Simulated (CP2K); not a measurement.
Chloroethane has these distinct C atoms: C1 (bonded to C and 3 H) and C2 (bonded to C, Cl and 2 H).

```xyz
8

C     0.7844    0.1693    0.0558
C    -0.6505   -0.2968   -0.1029
Cl   -1.8254    0.9978    0.3736
H     1.0019    0.4382    1.0971
H     1.4690   -0.6400   -0.2415
H     0.9900    1.0421   -0.5767
H    -0.8785   -1.1580    0.5355
H    -0.8907   -0.5527   -1.1411
```

Their partial C K spectra (CP2K XAS_TDP, all-electron GAPW, PBEh(45%), aug-pc-1, TDA, GW2X-corrected core level, no relativity) are given in random order, each times the number of alike atoms.

Gaussian full width 0.5 eV, oscillator strength per eV, alike atoms added, rows of zeros left out:

| E (eV) | curve 1 | curve 2 |
| --- | --- | --- |
| 288.25 | 0.000 | 0.004 |
| 288.50 | 0.000 | 0.044 |
| 288.75 | 0.000 | 0.114 |
| 289.00 | 0.000 | 0.074 |
| 289.25 | 0.002 | 0.012 |
| 289.50 | 0.009 | 0.000 |
| 289.75 | 0.014 | 0.000 |
| 290.00 | 0.009 | 0.000 |
| 290.25 | 0.029 | 0.000 |
| 290.50 | 0.064 | 0.005 |
| 290.75 | 0.049 | 0.018 |
| 291.00 | 0.014 | 0.018 |
| 291.25 | 0.006 | 0.026 |
| 291.50 | 0.013 | 0.046 |
| 291.75 | 0.019 | 0.024 |
| 292.00 | 0.019 | 0.005 |
| 292.25 | 0.017 | 0.001 |
| 292.50 | 0.040 | 0.002 |
| 292.75 | 0.056 | 0.007 |
| 293.00 | 0.039 | 0.015 |
| 293.25 | 0.019 | 0.031 |
| 293.50 | 0.017 | 0.049 |
| 293.75 | 0.027 | 0.040 |
| 294.00 | 0.021 | 0.023 |
| 294.25 | 0.011 | 0.011 |
| 294.50 | 0.010 | 0.009 |
| 294.75 | 0.005 | 0.013 |
| 295.00 | 0.003 | 0.011 |
| 295.25 | 0.008 | 0.013 |
| 295.50 | 0.007 | 0.016 |
| 295.75 | 0.012 | 0.016 |
| 296.00 | 0.023 | 0.008 |
| 296.25 | 0.014 | 0.009 |
| 296.50 | 0.007 | 0.010 |
| 296.75 | 0.013 | 0.011 |
| 297.00 | 0.029 | 0.011 |

Question: Which curve belongs to which atom?

Curve 1: C1 (bonded to C and 3 H), leading line at 289.69 eV (f = 0.008 an atom), ionisation energy 292.00 eV, term value 2.31 eV. Curve 2: C2 (bonded to C, Cl and 2 H), leading line at 288.80 eV (f = 0.062 an atom), ionisation energy 293.13 eV, term value 4.33 eV. The leading line of an atom is its first one with 35 % of the strongest within 2.5 eV of its lowest line over the strength cut. A line lies at the core ionisation energy, which rises as an atom loses charge to its neighbours or to a π system, less the term value, which is large for a low π* or σ* orbital with weight on that atom.

[Banner, clock and machine lines of the logs are left out without a mark of their own.]

[Logs are printed without paths, hosts, clocks, repeated set-up lines and the standing remarks that a program may print on its own settings, such as how far it seeks lower states.]

[Hosts, paths, dates, database ids (printed as entryN), source tags and the programs' standing remarks are cut or masked in the printed files.]
